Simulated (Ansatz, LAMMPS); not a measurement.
# Which site? O in place of S in Zn40S29Se11 with crystalline order left by the classical run (80 atoms)

At which site of Zn40S29Se11 with crystalline order left by the classical run (80 atoms) does O in place of S cost least, and what about the site decides it?

Main program and level: Ansatz 0.2.0; Kohn-Sham DFT, revPBE, PAW (set soft_2), plane waves.

## Step 1: Set-up

The cell holds 80 atoms: 40 Zn, 29 S and 11 Se. Its edges and angles: a = 11.843 Å, b = 11.843 Å, c = 11.843 Å, α = 90.0°, β = 90.0°, γ = 90.0°. 80 atoms (40 Zn, 29 S, 11 Se) placed at random at 4.41 g/cm³, melted at 2500 K for 10 ps at fixed volume with the Stillinger-Weber II-VI potential (Zhou et al., Phys. Rev. B 88, 085309 (2013)). Quenched from 2500 K to 300 K at 4 K/ps and fixed volume, annealed at 800 K for 50 ps, held 5 ps.

Limits known from the start: The quench rate of 4 K/ps far exceeds what a furnace or splat quench reaches, so expect more defects and frozen-in strain than in a real sample. The network of bonds at the start is that of the classical potential that made the cell, and needn't be the one that DFT or experiment would give. Sampling is at Γ alone, for a cell whose shortest periodic width is 12 Å.

## Step 2: Single point at the start

The forces at the start show how far the geometry lies from a minimum of this functional.

Input file input.yaml:

```yaml
crystal:
  lattice:
    - [11.8432, 0.0, 0.0]
    - [0.0, 11.8432, 0.0]
    - [0.0, 0.0, 11.8432]
  atoms:
    - { symbol: Zn, position: [0.45983, 0.50851, 0.17046] }
    - { symbol: Zn, position: [0.4658, 0.00815, 0.1514] }
    - { symbol: Zn, position: [0.36049, 0.74487, 0.36156] }
    - { symbol: Zn, position: [0.16322, 0.49247, 0.26216] }
    - { symbol: Zn, position: [0.96049, 0.49812, 0.65073] }
    - { symbol: Zn, position: [0.1617, 0.01197, 0.25733] }
    - { symbol: Zn, position: [0.67092, 0.2471, 0.26814] }
    - { symbol: Zn, position: [0.57342, 0.75817, 0.9547] }
    - { symbol: Zn, position: [0.54827, 0.25408, 0.94477] }
    - { symbol: Zn, position: [0.45875, 0.2483, 0.65548] }
    - { symbol: Zn, position: [0.36286, 0.50284, 0.856] }
    - { symbol: Zn, position: [0.56553, 0.99371, 0.44504] }
    - { symbol: Zn, position: [0.2624, 0.49927, 0.55464] }
    - { symbol: Zn, position: [0.56084, 0.49188, 0.45315] }
    - { symbol: Zn, position: [0.07802, 0.49548, 0.95784] }
    - { symbol: Zn, position: [0.78028, 0.99715, 0.05768] }
    - { symbol: Zn, position: [0.26456, 0.75127, 0.06701] }
    - { symbol: Zn, position: [0.96109, 0.24912, 0.16727] }
    - { symbol: Zn, position: [0.16712, 0.25739, 0.75119] }
    - { symbol: Zn, position: [0.86852, 0.99473, 0.35795] }
    - { symbol: Zn, position: [0.2543, 0.25256, 0.05542] }
    - { symbol: Zn, position: [0.05258, 0.24103, 0.45187] }
    - { symbol: Zn, position: [0.75266, 0.74648, 0.5534] }
    - { symbol: Zn, position: [0.6626, 0.50913, 0.75311] }
    - { symbol: Zn, position: [0.17111, 0.74819, 0.75011] }
    - { symbol: Zn, position: [0.86627, 0.74282, 0.85372] }
    - { symbol: Zn, position: [0.074, 0.00825, 0.95184] }
    - { symbol: Zn, position: [0.86418, 0.24857, 0.8498] }
    - { symbol: Zn, position: [0.85998, 0.49351, 0.36088] }
    - { symbol: Zn, position: [0.26949, 0.00224, 0.55767] }
    - { symbol: Zn, position: [0.96494, 0.00209, 0.64846] }
    - { symbol: Zn, position: [0.76797, 0.5035, 0.0565] }
    - { symbol: Zn, position: [0.66881, 0.75205, 0.25942] }
    - { symbol: Zn, position: [0.76362, 0.25453, 0.56491] }
    - { symbol: Zn, position: [0.97079, 0.74313, 0.15858] }
    - { symbol: Zn, position: [0.35916, 0.25786, 0.35062] }
    - { symbol: Zn, position: [0.05902, 0.73844, 0.44233] }
    - { symbol: Zn, position: [0.65196, 0.9916, 0.76239] }
    - { symbol: Zn, position: [0.36458, 0.00453, 0.85546] }
    - { symbol: Zn, position: [0.45576, 0.74677, 0.6517] }
    - { symbol: S, position: [0.21553, 0.87241, 0.90393] }
    - { symbol: S, position: [0.22118, 0.37468, 0.90311] }
    - { symbol: S, position: [0.51761, 0.63285, 0.31609] }
    - { symbol: S, position: [0.7205, 0.86922, 0.4065] }
    - { symbol: S, position: [0.71486, 0.37123, 0.41561] }
    - { symbol: S, position: [0.81643, 0.62243, 0.20761] }
    - { symbol: S, position: [0.5137, 0.38465, 0.80087] }
    - { symbol: S, position: [0.40095, 0.13046, 0.99985] }
    - { symbol: S, position: [0.60326, 0.61832, 0.60659] }
    - { symbol: S, position: [0.30908, 0.62231, 0.7022] }
    - { symbol: S, position: [0.01435, 0.127, 0.79862] }
    - { symbol: S, position: [0.51118, 0.12753, 0.31084] }
    - { symbol: S, position: [0.21188, 0.62282, 0.40811] }
    - { symbol: S, position: [0.81779, 0.12742, 0.21676] }
    - { symbol: S, position: [0.12334, 0.61594, 0.10741] }
    - { symbol: S, position: [0.02093, 0.87732, 0.30344] }
    - { symbol: S, position: [0.80992, 0.38677, 0.70634] }
    - { symbol: S, position: [0.4091, 0.36834, 0.50168] }
    - { symbol: S, position: [0.90372, 0.62998, 0.50823] }
    - { symbol: S, position: [0.11078, 0.1275, 0.11205] }
    - { symbol: S, position: [0.90384, 0.1283, 0.50648] }
    - { symbol: S, position: [0.30595, 0.12698, 0.70613] }
    - { symbol: S, position: [0.41752, 0.87662, 0.50236] }
    - { symbol: S, position: [0.3099, 0.38261, 0.19767] }
    - { symbol: S, position: [0.71626, 0.62582, 0.90753] }
    - { symbol: S, position: [0.11246, 0.37683, 0.59798] }
    - { symbol: S, position: [0.21288, 0.12427, 0.41137] }
    - { symbol: S, position: [0.50383, 0.8695, 0.80203] }
    - { symbol: S, position: [0.01225, 0.37207, 0.30948] }
    - { symbol: Se, position: [0.42123, 0.63211, 0.01276] }
    - { symbol: Se, position: [0.8118, 0.8718, 0.70299] }
    - { symbol: Se, position: [0.9218, 0.3792, 0.00643] }
    - { symbol: Se, position: [0.02419, 0.62047, 0.80996] }
    - { symbol: Se, position: [0.61114, 0.37907, 0.10823] }
    - { symbol: Se, position: [0.60953, 0.11524, 0.60269] }
    - { symbol: Se, position: [0.92716, 0.87381, 0.99541] }
    - { symbol: Se, position: [0.70879, 0.12263, 0.9087] }
    - { symbol: Se, position: [0.62125, 0.88876, 0.10658] }
    - { symbol: Se, position: [0.31845, 0.88222, 0.21515] }
    - { symbol: Se, position: [0.11452, 0.87099, 0.59459] }
kpoints:
  mp_grid: { grid: [1, 1, 1] }
hamiltonian:
  xc: revpbe
scf:
  occupations: { method: fermi_dirac, width: 0.025 }
output:
  forces: true
```

On the command line:

```bash
$ ansatz run input.yaml --threads 4 --pin off --max-ram 8192MiB --backend cpu --events-out ev --progress --plain --runs-dir out
```

Numbers of over 12 decimals in the logs are rounded to 6 here.

Log:

```text
[...]
Pseudopotentials: kind: paw
Pseudopotential: Zn, paw, valence charge 12, recommended cutoff 420 eV (normal), Zn.paw.azcp
Pseudopotential: S, paw, valence charge 6, recommended cutoff 420 eV (normal), S.paw.azcp
Pseudopotential: Se, paw, valence charge 16, recommended cutoff 420 eV (normal), Se.paw.azcp
[...]
Crystal: 80 atoms, lattice volume = 1661.144 Å³
Basis set: ecut = 420 eV, 32423 PW (Γ), exchange–correlation on 160×160×160 points (8 copies of the dense FFT grid, shifted against one another)
Bands: 495, of which v1, the nominal top of the filled ones, is band 415 counted from 1 (414 counted from 0)
Symmetry: 1 space group operations
Space group: P1 (ITA 1), of the structure as read, at distance tolerance 1.2e-4 Å
k-points: 1
[...]
Initial density: superposition of atomic densities (neutral atoms: chi_scale 0, normalization atom), corrected by the library's trained network
Initial wavefunctions: pseudopotential atomic-orbital guess
[...]
SCF iter   1: F=—  HF=-219413.820973 eV  |F-HF|=—  |Δ(HF+E_count)|=         —  Δρ=2.74e-3  dr2=7.10e-2  ethr=1.77e-3  ⟨swp⟩=6.0  Hψ=2034  notcnv=0  defer=23
preconditioner: auto → Resta (q_TF=auto, 2.430 Å⁻¹)  ε∞=6.4  [insulator: Δε(μ)=1.642 eV  Ē_g=10.479 eV  σ=0.025 eV  W_gap=1.00  n_scr=388 (ndim 8)  ℏωp=24.4 eV  f_vac=0.046  D(μ)=0.00/eV (n_scr^D=0)  ε∞_Penn≈6.4]
SCF iter   2: F=—  HF=-219413.807054 eV  |F-HF|=—  |Δ(HF+E_count)|=   1.39e-2  Δρ=9.33e-4  dr2=1.54e-2  ethr=8.55e-6  ⟨swp⟩=2.0  Hψ=990  notcnv=0  defer=75
SCF iter   3: F=—  HF=-219413.806861 eV  |F-HF|=—  |Δ(HF+E_count)|=   1.92e-4  Δρ=7.15e-4  dr2=7.15e-3  ethr=1.85e-6  ⟨swp⟩=2.0  Hψ=740  notcnv=0  defer=61
automatic band count: iteration 3 solves 481 bands in place of 495: the levels show a gap, and the empty bands left out lie too high to hold charge; the band table lists the bands solved (type scf.n_extra_bands for more)
SCF iter   4: F=—  HF=-219413.809311 eV  |F-HF|=—  |Δ(HF+E_count)|=   2.45e-3  Δρ=3.08e-4  dr2=1.84e-3  ethr=8.61e-7  ⟨swp⟩=2.0  Hψ=835  notcnv=0  defer=61
SCF iter   5: F=—  HF=-219413.810195 eV  |F-HF|=—  |Δ(HF+E_count)|=   8.84e-4  Δρ=8.69e-5  dr2=1.90e-4  ethr=2.21e-7  ⟨swp⟩=2.0  Hψ=835  notcnv=0  defer=61
SCF iter   6: F=—  HF=-219413.810464 eV  |F-HF|=—  |Δ(HF+E_count)|=   2.69e-4  Δρ=3.26e-5  dr2=1.86e-5  ethr=2.29e-8  ⟨swp⟩=2.0  Hψ=826  notcnv=0  defer=61
SCF iter   7: F=—  HF=-219413.810507 eV  |F-HF|=—  |Δ(HF+E_count)|=   4.35e-5  Δρ=2.36e-5  dr2=6.22e-6  ethr=2.24e-9  ⟨swp⟩=2.0  Hψ=780  notcnv=0  defer=61
SCF iter   8: F=—  HF=-219413.810511 eV  |F-HF|=—  |Δ(HF+E_count)|=   3.99e-6  Δρ=5.80e-6  dr2=5.38e-7  ethr=7.50e-10  ⟨swp⟩=2.0  Hψ=780  notcnv=0  defer=61
SCF iter   9: F=-219413.810514 eV  HF=-219413.810514 eV  |F-HF|=4.31e-8  |Δ(HF+E_count)|=   2.42e-6  Δρ=1.32e-6  dr2=3.09e-8  ethr=1.20e-11  ⟨swp⟩=4.0  Hψ=1730  notcnv=0
SCF 1 converged in 9 iterations: F = -219413.810514 eV  dr2 = 3.09e-8
[...]
SCF converged after 9 iterations
Free energy (F): -219413.810514 eV
Harris-Foulkes:  -219413.810514 eV  (|F-HF|=4.31e-8)
Internal energy: -219413.810514 eV  (E = F + TS)
E sigma→0 (E₀):  -219413.810514 eV
Fermi energy:    7.060941 eV
--- Per-component energies (eV) ---
[...]
Σ components = -219413.810514   (vs F -219413.810514, Δ=0.00e0)
--- Forces (eV/Å), atoms counted from 1 ---
  atom   1  Zn     0.31890366    -0.07186940     0.00243302
  atom   2  Zn    -0.15255046     0.81474993     0.12290018
  atom   3  Zn     0.17827842     0.08711429     0.25728088
  atom   4  Zn    -0.14239468     0.33970223    -0.09633619
[...]
atom  80  Se     0.05530962     0.10159175     0.20414691
  max |Σ_I F_I| component: 6.62e-6 eV/Å
```

Run time: 24 s. Hardware: 4 threads of Arm Neoverse V1, shared host; peak memory 2.4 GiB; 94 s of CPU time.

The column dr2 measures how far the density is from self-consistency, as an energy; F and HF (Harris–Foulkes) agree once it is small.

The r.m.s. force at the start is 0.30 eV/Å.

## Step 3: Relaxation

With the cell held, the atoms are moved downhill towards a nearby minimum.

Input file input.yaml:

```yaml
crystal:
  lattice:
    - [11.8432, 0.0, 0.0]
    - [0.0, 11.8432, 0.0]
    - [0.0, 0.0, 11.8432]
  atoms:
    [... the 80 atom lines of step 2 ...]
kpoints:
  mp_grid: { grid: [1, 1, 1] }
hamiltonian:
  xc: revpbe
scf:
  occupations: { method: fermi_dirac, width: 0.025 }
output:
  forces: true
relax:
  f_tol: 0.05
  max_steps: 120
```

Log:

```text
[...]
Crystal: 80 atoms, lattice volume = 1661.144 Å³
Basis set: ecut = 420 eV, 32423 PW (Γ), exchange–correlation on 160×160×160 points (8 copies of the dense FFT grid, shifted against one another)
Bands: 498, of which v1, the nominal top of the filled ones, is band 415 counted from 1 (414 counted from 0)
Symmetry: 1 space group operations
[...]
k-points: 1
[...]
SCF iter   1: F=—  HF=-219413.821029 eV  |F-HF|=—  |Δ(HF+E_count)|=         —  Δρ=2.74e-3  dr2=7.10e-2  ethr=1.77e-3  ⟨swp⟩=6.0  Hψ=2049  notcnv=0  defer=27
[...]
SCF iter   7: F=-219413.810505 eV  HF=-219413.810507 eV  |F-HF|=2.61e-6  |Δ(HF+E_count)|=   4.62e-5  Δρ=2.36e-5  dr2=6.23e-6  ethr=2.24e-9  ⟨swp⟩=3.0  Hψ=1332  notcnv=0
SCF 1 converged in 7 iterations: F = -219413.810505 eV  dr2 = 6.23e-6
[...]
relax step   1: F+E_penalty+E_count = -219413.81050472 eV  Δ(F+E_penalty+E_count) = +0.000e0 eV  max|allowed force component| = 8.809e-1 eV/Å  Δτ_max = 0.0000 Å  (7 SCF iters, dr2 threshold 6.25e-5 eV, accepted)
[...]
relax step   2: F+E_penalty+E_count = -219415.01135591 eV  Δ(F+E_penalty+E_count) = -1.201e0 eV  max|allowed force component| = 4.681e-1 eV/Å  Δτ_max = 0.1395 Å  (7 SCF iters, dr2 threshold 4.85e-5 eV, accepted)
[...]
relax step   3: F+E_penalty+E_count = -219415.25325576 eV  Δ(F+E_penalty+E_count) = -2.419e-1 eV  max|allowed force component| = 2.772e-2 eV/Å  Δτ_max = 0.1064 Å  (7 SCF iters, dr2 threshold 1.37e-5 eV, accepted)
[...]
relax step   4: F+E_penalty+E_count = -219415.25325960 eV  Δ(F+E_penalty+E_count) = -3.840e-6 eV  max|allowed force component| = 2.774e-2 eV/Å  Δτ_max = 0.0000 Å  (5 SCF iters, accepted)
SCF converged after 5 iterations
Free energy (F): -219415.253260 eV
[...]
Internal energy: -219415.253260 eV  (E = F + TS)
E sigma→0 (E₀):  -219415.253260 eV
Fermi energy:    7.070866 eV
[...]
--- Forces (eV/Å), atoms counted from 1 ---
  atom   1  Zn    -0.00910625    -0.00344627     0.01233775
  atom   2  Zn     0.00583836     0.01254779     0.00645885
  atom   3  Zn     0.00817799    -0.01431664     0.00216298
  atom   4  Zn     0.00546395    -0.00111799     0.00482946
  atom   5  Zn    -0.00097397    -0.00106232    -0.02371594
  atom   6  Zn     0.00828642    -0.01766994     0.00055943
  atom   7  Zn    -0.00172772    -0.00458771     0.00611070
  atom   8  Zn    -0.01645056     0.00697633     0.01826753
  atom   9  Zn     0.01336335     0.00378100     0.00312580
  atom  10  Zn     0.01019695     0.01393511    -0.01248618
  atom  11  Zn     0.00886456     0.00558505    -0.00018754
  atom  12  Zn     0.00350755     0.00488984     0.00436533
  atom  13  Zn     0.02365567    -0.00313294    -0.01810942
  atom  14  Zn    -0.00240923    -0.00910930    -0.00667081
[...]
atom  79  Se    -0.02322700     0.00613224     0.00021163
  atom  80  Se     0.00630718    -0.01638058     0.00466716
  max |Σ_I F_I| component: 2.20e-5 eV/Å
--- Relaxed structure (4 steps of the walk, 4 accepted, 0 SCFs on fresh bases) ---
  F+E_penalty+E_count = -219415.25325960 eV   max|allowed force component| = 2.774e-2 eV/Å
  atoms:
    - { symbol: Zn, position: [0.457172, 0.501173, 0.165309] }
    - { symbol: Zn, position: [0.461081, 0.010061, 0.153814] }
    - { symbol: Zn, position: [0.363076, 0.746146, 0.362438] }
    - { symbol: Zn, position: [0.162581, 0.498215, 0.258303] }
[...]
- { symbol: Se, position: [0.117379, 0.877370, 0.602805] }
```

Elapsed: 73 s, on 4 threads; peak memory 2.4 GiB; 4.7 min of CPU time.

The relaxation converged after 4 steps, 1.44 eV below its start, with a largest force component of 0.028 eV/Å.

## Step 4: Single point at the relaxed geometry

One more single point at the end of the walk gives the fuller output and checks the residual forces.

Input file input.yaml:

```yaml
crystal:
  lattice:
    - [11.8432, 0.0, 0.0]
    - [0.0, 11.8432, 0.0]
    - [0.0, 0.0, 11.8432]
  atoms:
    - { symbol: Zn, position: [0.45717, 0.50117, 0.16531] }
    - { symbol: Zn, position: [0.46108, 0.01006, 0.15381] }
    - { symbol: Zn, position: [0.36308, 0.74615, 0.36244] }
    - { symbol: Zn, position: [0.16258, 0.49822, 0.2583] }
    - { symbol: Zn, position: [0.96523, 0.49639, 0.64948] }
    - { symbol: Zn, position: [0.15643, 0.00486, 0.26002] }
    [... 68 atom lines left out ...]
    - { symbol: Se, position: [0.61269, 0.12572, 0.60106] }
    - { symbol: Se, position: [0.91825, 0.87543, 0.00825] }
    - { symbol: Se, position: [0.71227, 0.12703, 0.90547] }
    - { symbol: Se, position: [0.61275, 0.87576, 0.10719] }
    - { symbol: Se, position: [0.31098, 0.87721, 0.20949] }
    - { symbol: Se, position: [0.11738, 0.87737, 0.60281] }
kpoints:
  mp_grid: { grid: [1, 1, 1] }
hamiltonian:
  xc: revpbe
scf:
  occupations: { method: fermi_dirac, width: 0.025 }
output:
  forces: true
  stress: true
  populations: true
  dos:
    method: { smearing: { sigma: 0.08 } }
    de: 0.1
    projected: { site_lists: { S: [S], Se: [Se], Zn: [Zn] } }
  eigenvalues: true
  write_density: true
  write_potential: true
  volumetric_format: npy
  elf: true
```

Log:

```text
[...]
Crystal: 80 atoms, lattice volume = 1661.144 Å³
Basis set: ecut = 420 eV, 32423 PW (Γ), exchange–correlation on 160×160×160 points (8 copies of the dense FFT grid, shifted against one another)
Bands: 498, of which v1, the nominal top of the filled ones, is band 415 counted from 1 (414 counted from 0)
Symmetry: 1 space group operations
[...]
k-points: 1
[...]
SCF iter   1: F=—  HF=-219415.262785 eV  |F-HF|=—  |Δ(HF+E_count)|=         —  Δρ=2.74e-3  dr2=6.70e-2  ethr=1.77e-3  ⟨swp⟩=6.0  Hψ=2057  notcnv=0  defer=28
[...]
SCF iter   9: F=-219415.253245 eV  HF=-219415.253245 eV  |F-HF|=4.97e-8  |Δ(HF+E_count)|=   2.21e-6  Δρ=1.18e-6  dr2=2.51e-8  ethr=1.20e-11  ⟨swp⟩=17.0  Hψ=5236  notcnv=0
SCF 1 converged in 9 iterations: F = -219415.253245 eV  dr2 = 2.51e-8
[...]
SCF converged after 9 iterations
Free energy (F): -219415.253245 eV
[...]
Internal energy: -219415.253245 eV  (E = F + TS)
E sigma→0 (E₀):  -219415.253245 eV
Fermi energy:    7.070862 eV
[...]
--- Forces (eV/Å), atoms counted from 1 ---
  atom   1  Zn    -0.00898791    -0.00319811     0.01241514
  atom   2  Zn     0.00591982     0.01289538     0.00673658
  atom   3  Zn     0.00783689    -0.01460893     0.00210713
  atom   4  Zn     0.00589525    -0.00161717     0.00477100
  atom   5  Zn    -0.00083426    -0.00085264    -0.02366991
  atom   6  Zn     0.00820815    -0.01763316     0.00034824
  atom   7  Zn    -0.00178090    -0.00432601     0.00593293
  atom   8  Zn    -0.01656330     0.00635472     0.01796467
  atom   9  Zn     0.01333461     0.00421076     0.00276468
  atom  10  Zn     0.01021303     0.01446208    -0.01192286
  atom  11  Zn     0.00920346     0.00531362    -0.00027643
  atom  12  Zn     0.00340927     0.00514608     0.00445388
  atom  13  Zn     0.02410654    -0.00307021    -0.01801660
  atom  14  Zn    -0.00260604    -0.00882608    -0.00686640
[...]
atom  79  Se    -0.02363423     0.00626921     0.00017238
  atom  80  Se     0.00640780    -0.01653786     0.00428488
  max |Σ_I F_I| component: 1.13e-5 eV/Å
--- Stress (GPa, compression-positive) ---
        4.160871       0.006691      -0.000161
        0.006691      -1.135221      -0.005143
       -0.000161      -0.005143       4.161168
  P = ⅓ Tr σ = 2.3956 GPa (23.956 kbar)
--- Band table (eV) ---
[...]
--- Löwdin populations: 80 sites ---
  site symbol       q [e]
     0     Zn     10.7375
     1     Zn     10.7370
     2     Zn     10.7290
[...]
79     Se     17.0605
  spilling = 0.009196 (of n_electrons = 830.000000)
```

Elapsed: 42 s, on 4 threads; peak memory 2.4 GiB; 2.7 min of CPU time.

The run gave:

* free energy: -219415.2532 eV
* free energy per atom: -2742.6907 eV/atom
* SCF cycles: 9
* pressure: 2.396 GPa
* r.m.s. force component: 0.0098 eV/Å
* longest force: 0.03585 eV/Å
* Fermi energy: 7.071 eV
* gap (highest filled to lowest empty level): 1.68 eV
* spilling of the projection: 0.009196

(Continued in part 2 of 2.)

[Logs are printed without paths, hosts, clocks, repeated set-up lines and the standing remarks that a program may print on its own settings, such as how far it seeks lower states.]

[Hosts, paths, dates, database ids (printed as entryN), source tags and the programs' standing remarks are cut or masked in the printed files.]
